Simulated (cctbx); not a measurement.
# A disordered crystal of nominal BaLa2Fe2S3O3

Cell a = 6.1940 Å, b = 6.4370 Å, c = 22.0900 Å, α = 90.00°, β = 90.00°, γ = 90.00°; space group Pnnm (no. 58); nominal formula BaLa2Fe2S3O3.

Simulated single-crystal data (cctbx): Mo Kα, λ = 0.71073 Å, to d = 0.7 Å, 95 % of the full sphere, strongest reflection 70000 counts, noise from counting, a 4 % proportional error and a noise floor of 8 counts (s.d.); no absorption.

With every site full:

```text
Rint 0.035, 1380 unique reflections to 0.70 A
cycle     R1     wR2    GooF  max shift (A)
   1  0.1367  0.2992  10.159   0.00366
   2  0.0134  0.0329   1.118   0.00034
final R1 0.0134 wR2 0.0329 GooF 1.117  parameters 54  data/parameter 25.6
atom        x        y        z      Ueq    occ   su(xyz)  su(Uiso or U11)
La1    0.25771  0.76210  0.81599   0.0067  1.000  0.00002  0.0001
Ba1    0.72202  0.75678  0.50000   0.0062  1.000  0.00003  0.0001
Fe1    0.24932  0.75667  0.60058   0.0084  1.000  0.00005  0.0001
S1     0.50000  0.50000  0.88767   0.0058  1.000  0.00003  0.0003
S2     0.79162  0.27306  0.50000   0.0040  1.000  0.00011  0.0003
S3     0.50000  0.50000  0.60942   0.0049  1.000  0.00003  0.0003
O1     0.50000  0.00000  0.62556   0.0100  1.000  0.00010  0.0010
O2     0.18214  0.67111  0.70816   0.0149  1.000  0.00028  0.0007
difference map: max 0.79 min -1.47 rms 0.19
Q1    0.2230  0.2295  0.3203    8    0.80  0.26 A from La1
Q2    0.2341  0.7092  0.5000    4    0.72  0.20 A from S2
Q3    0.2075  0.0310  0.0730    8    0.72  1.53 A from S3
Q4    0.1261  0.2780  0.4803    8    0.69  1.06 A from Ba1
Q5    0.0609  0.5174  0.0000    4    0.69  1.76 A from Ba1
Q6    0.0419  0.3634  0.4071    8    0.68  1.97 A from Fe1
```

With the occupancies of the suspect sites free, each still typed as its main element:

```text
Rint 0.035, 1380 unique reflections to 0.70 A
cycle     R1     wR2    GooF  max shift (A)
   1  0.0692  0.1638   5.562   0.00022
  19  0.0118  0.0276   0.938   0.00004
final R1 0.0117 wR2 0.0276 GooF 0.936  parameters 55  data/parameter 25.1
atom        x        y        z      Ueq    occ   su(xyz)  su(Uiso or U11)
La1    0.25771  0.76210  0.81599   0.0070  1.000  0.00002  0.0001
Ba1    0.72200  0.75679  0.50000   0.0055  0.976  0.00002  0.0001
Fe1    0.24933  0.75667  0.60058   0.0087  1.000  0.00004  0.0001
S1     0.50000  0.50000  0.88768   0.0061  1.000  0.00003  0.0002
S2     0.79165  0.27305  0.50000   0.0044  1.000  0.00009  0.0002
S3     0.50000  0.50000  0.60942   0.0052  1.000  0.00003  0.0002
O1     0.50000  0.00000  0.62550   0.0102  1.000  0.00009  0.0008
O2     0.18227  0.67132  0.70815   0.0152  1.000  0.00023  0.0006
su of occupancy Ba1: 0.001
difference map: max 0.64 min -0.75 rms 0.18
Q1    0.0431  0.3613  0.4077    8    0.71  1.97 A from Fe1
Q2    0.2739  0.2050  0.0000    4    0.67  0.18 A from S2
Q3    0.0490  0.8852  0.3974    8    0.67  0.83 A from S1
Q4    0.0017  0.2400  0.5000    4    0.66  1.32 A from S2
Q5    0.0546  0.5133  0.0000    4    0.66  1.81 A from Ba1
Q6    0.2202  0.0306  0.0732    8    0.63  1.59 A from Fe1
```

**Question.** What is the disorder?

X-rays count electrons. Ba1 refines to 0.976(0.001), or 54.7 electrons; the site truly holds 0.97 Ba, 54.3 electrons, which is 0.970 of Ba. A value under 1 can't tell vacancies from a lighter guest, and one over 1 needs a heavier guest; chemistry or a second radiation must settle which. Occupancy correlates with U and the scale, so the match is approximate.

Freeing them takes R1 from 0.0134 to 0.0117 and GooF from 1.12 to 0.94.

This is a model crystal, built by substitution and not relaxed, with assumed displacement parameters.

[Middle refinement cycles are left out of these outputs.]

[Logs are printed without paths, hosts, clocks, repeated set-up lines and the standing remarks that a program may print on its own settings, such as how far it seeks lower states.]
